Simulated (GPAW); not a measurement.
Consider Fe3Ge (Fm-3m).

```cif
data_structure
_symmetry_space_group_name_H-M 'P 1'
_symmetry_Int_Tables_number 1
_cell_length_a 4.0667
_cell_length_b 4.0667
_cell_length_c 4.0667
_cell_angle_alpha 60.000
_cell_angle_beta 60.000
_cell_angle_gamma 60.000
_cell_volume 47.56
loop_
_atom_site_label
_atom_site_type_symbol
_atom_site_fract_x
_atom_site_fract_y
_atom_site_fract_z
_atom_site_occupancy
Ge1 Ge 0.00000 0.00000 0.00000 1
Fe2 Fe 0.75000 0.75000 0.75000 1
Fe3 Fe 0.25000 0.25000 0.25000 1
Fe4 Fe 0.50000 0.50000 0.50000 1
```

Absorber: atom 1, with 8 Fe at 2.49 Å and 6 Fe at 2.88 Å (cube and octahedron, as in bcc, site symmetry m-3m). Method: GPAW, LDA, excited-electron core hole (neutral cell), 24-atom cell with 7.0 Å between holes, 3×3×3 k points, dipole transitions, Gaussian full width 1.96 eV up to 4 eV, rising linearly to 3.5 eV at 25 eV.

Q: Where do the maxima of the Ge K edge fall?

Main maxima up to 30 eV above the zero (height): 6.6 eV (1.79), 16.0 eV (0.84) and 26.4 eV (0.88). A K edge sees empty p states on the absorber. 

The Ge K spectrum (energy from the lowest empty level; intensity scaled to a mean of 1 over the first 20 eV):

| E (eV) | intensity |
| --- | --- |
| -2.0 | 0.01 |
| -1.5 | 0.03 |
| -1.0 | 0.08 |
| -0.5 | 0.20 |
| 0.0 | 0.38 |
| 0.5 | 0.59 |
| 1.0 | 0.77 |
| 1.5 | 0.88 |
| 2.0 | 0.92 |
| 2.5 | 0.94 |
| 3.0 | 0.96 |
| 3.5 | 1.00 |
| 4.0 | 1.05 |
| 4.5 | 1.15 |
| 5.0 | 1.33 |
| 5.5 | 1.55 |
| 6.0 | 1.72 |
| 6.5 | 1.78 |
| 7.0 | 1.77 |
| 7.5 | 1.70 |
| 8.0 | 1.58 |
| 8.5 | 1.44 |
| 9.0 | 1.28 |
| 9.5 | 1.16 |
| 10.0 | 1.09 |
| 10.5 | 1.03 |
| 11.0 | 0.94 |
| 11.5 | 0.84 |
| 12.0 | 0.74 |
| 12.5 | 0.70 |
| 13.0 | 0.70 |
| 13.5 | 0.73 |
| 14.0 | 0.76 |
| 14.5 | 0.79 |
| 15.0 | 0.81 |
| 15.5 | 0.83 |
| 16.0 | 0.84 |
| 16.5 | 0.82 |
| 17.0 | 0.79 |
| 17.5 | 0.74 |
| 18.0 | 0.69 |
| 18.5 | 0.66 |
| 19.0 | 0.63 |
| 19.5 | 0.61 |
| 20.0 | 0.59 |
| 20.5 | 0.59 |
| 21.0 | 0.60 |
| 21.5 | 0.62 |
| 22.0 | 0.65 |
| 22.5 | 0.68 |
| 23.0 | 0.72 |
| 23.5 | 0.75 |
| 24.0 | 0.78 |
| 24.5 | 0.82 |
| 25.0 | 0.84 |
| 25.5 | 0.87 |
| 26.0 | 0.88 |
| 26.5 | 0.88 |
| 27.0 | 0.88 |
| 27.5 | 0.86 |
| 28.0 | 0.84 |
| 28.5 | 0.83 |
| 29.0 | 0.82 |
| 29.5 | 0.83 |
| 30.0 | 0.86 |
| 30.5 | 0.90 |
| 31.0 | 0.95 |
| 31.5 | 1.00 |
| 32.0 | 1.05 |

The hole lies in one spin channel, while the script sums the empty states of both and takes the lower zero; where the two channels are split, this blurs and shifts the curve. The script folds with a Gaussian, whereas the core hole's own line is a Lorentzian, so the onset is too steep and the first peak too high. The spins start ferromagnetically in a simple order, which needn't be the measured one; gap and edge can depend on it. The mesh is coarse (0.36 Å⁻¹ between points), so small maxima may be mesh ripples. The structure is a computed Materials Project entry and may be a hypothetical form.

[Banner, clock and machine lines of the logs are left out without a mark of their own.]

[Logs are printed without paths, hosts, clocks, repeated set-up lines and the standing remarks that a program may print on its own settings, such as how far it seeks lower states.]

[Hosts, paths, dates, database ids (printed as entryN), source tags and the programs' standing remarks are cut or masked in the printed files.]

[Lists of maxima count a maximum above −3 eV only where it reaches 4 % of the highest in the window and stands out from its surroundings by 2 % of it (1.5 % where it reaches 55 %); shoulders and weaker maxima are passed over, and of the rest the first, up to two pre-edge ones and the few strongest are named.]
